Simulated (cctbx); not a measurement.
**Accept or mend?**

Cell a = 6.3190 Å, b = 6.9390 Å, c = 7.2610 Å, α = 69.70°, β = 68.35°, γ = 65.58°; space group P1 (no. 1). The compound is MgMn2Sn2S6.

Simulated single-crystal data (cctbx): synchrotron X-rays, λ = 0.4959 Å, to d = 0.84 Å, 80 % of the full sphere, strongest reflection 70000 counts, noise from counting, a 6 % proportional error and a noise floor of 4 counts (s.d.); no absorption.

An anisotropic refinement with weights 1/σ² prints:

```text
Rint 0.000, 1492 unique reflections to 0.84 A
cycle     R1     wR2    GooF  max shift (A)
   1  0.0693  0.2184   3.459   0.03547
   2  0.0262  0.0714   1.130   0.00048
final R1 0.0262 wR2 0.0714 GooF 1.130  parameters 99  data/parameter 15.1
atom        x        y        z      Ueq    occ   su(xyz)  su(Uiso or U11)
Sn1    0.05342  0.52286  0.33491   0.0174  1.000  0.00006  0.0002
Sn2    0.92983  0.38300  0.90441   0.0252  1.000  0.00007  0.0003
Mn1    0.51358  0.95616  0.10488   0.0392  1.000  0.00031  0.0007
Mn2    0.72458  0.09265  0.54228   0.0212  1.000  0.00022  0.0006
S1     0.91256  0.73069  0.81442   0.0403  1.000  0.00043  0.0012
S2     0.27375  0.72319  0.11354   0.0292  1.000  0.00035  0.0010
S3     0.67860  0.75386  0.43768   0.0527  1.000  0.00046  0.0010
S4     0.24810  0.28604  0.59314   0.0239  1.000  0.00032  0.0008
S5     0.64763  0.29128  0.87478   0.0286  1.000  0.00037  0.0010
S6     0.02651  0.28405  0.20866   0.0286  1.000  0.00037  0.0009
Mg1    0.35149  0.66843  0.77575   0.0231  1.000  0.00045  0.0013
Flack x: 1.01(5)
Hooft y: 0.981(57)  Bijvoet pairs: 603
difference map: max 0.53 min -0.53 rms 0.13
Q1    0.7261  0.9660  0.6160    1    0.54  0.85 A from Mn2
Q2    0.2671  0.9381  0.6143    1    0.50  1.81 A from Mg1
Q3    0.9936  0.1202  0.0634    1    0.48  1.76 A from Sn2
Q4    0.7902  0.3670  0.9546    1    0.47  0.86 A from Sn2
Q5    0.3992  0.1159  0.0366    1    0.45  1.10 A from Mn1
Q6    0.7507  0.9120  0.1874    1    0.44  1.69 A from Mn1
```

**Question.** Can this result stand? If not, what is the likely fault?

Mend it. The fault: the structure inverted. Against the right model at the same level, R1 goes from 0.0242 to 0.0262 and GooF from 1.00 to 1.13. Only the Bijvoet differences see the inversion, so R1 moves little while x goes to 1 − x. Flack x = 1.01 with s.u. 0.05: x is within 3 s.u. of 1: the model is inverted.

The compound is MgMn2Sn2S6. The right model at the same level gives:

```text
Rint 0.000, 1492 unique reflections to 0.84 A
cycle     R1     wR2    GooF  max shift (A)
   1  0.0689  0.2168   3.433   0.03588
   2  0.0242  0.0635   1.005   0.00048
final R1 0.0242 wR2 0.0635 GooF 1.005  parameters 99  data/parameter 15.1
atom        x        y        z      Ueq    occ   su(xyz)  su(Uiso or U11)
Sn1    0.94661  0.47715  0.66506   0.0174  1.000  0.00006  0.0002
Sn2    0.07016  0.61698  0.09562   0.0253  1.000  0.00007  0.0003
Mn1    0.48643  0.04384  0.89505   0.0393  1.000  0.00027  0.0006
Mn2    0.27546  0.90738  0.45770   0.0212  1.000  0.00020  0.0005
S1     0.08747  0.26938  0.18548   0.0403  1.000  0.00038  0.0010
S2     0.72613  0.27675  0.88641   0.0293  1.000  0.00031  0.0009
S3     0.32139  0.24608  0.56244   0.0527  1.000  0.00041  0.0009
S4     0.75167  0.71401  0.40691   0.0239  1.000  0.00029  0.0007
S5     0.35228  0.70869  0.12528   0.0287  1.000  0.00033  0.0008
S6     0.97348  0.71599  0.79148   0.0286  1.000  0.00033  0.0008
Mg1    0.64851  0.33154  0.22437   0.0229  1.000  0.00040  0.0011
Flack x: -0.03(5)
Hooft y: 0.020(57)  Bijvoet pairs: 603
difference map: max 0.50 min -0.52 rms 0.13
Q1    0.7262  0.0614  0.3891    1    0.52  1.82 A from Mg1
Q2    0.2748  0.0362  0.3823    1    0.50  0.87 A from Mn2
Q3    0.0089  0.8800  0.9345    1    0.48  1.77 A from Sn2
Q4    0.2495  0.0829  0.8135    1    0.48  1.69 A from Mn1
Q5    0.2029  0.6406  0.0496    1    0.44  0.84 A from Sn2
Q6    0.8094  0.6075  0.1761    1    0.42  1.55 A from Sn2
```

Isotropic U is held between 0.0001 and 1 Å² by the program, and listed peak heights are interpolated, so they can pass the grid's maximum.

The model was made for the exercise: a known structure type with other elements put in, its volume estimated, not relaxed; displacement parameters are assumed.

[Middle refinement cycles are left out of these outputs.]

[Logs are printed without paths, hosts, clocks, repeated set-up lines and the standing remarks that a program may print on its own settings, such as how far it seeks lower states.]
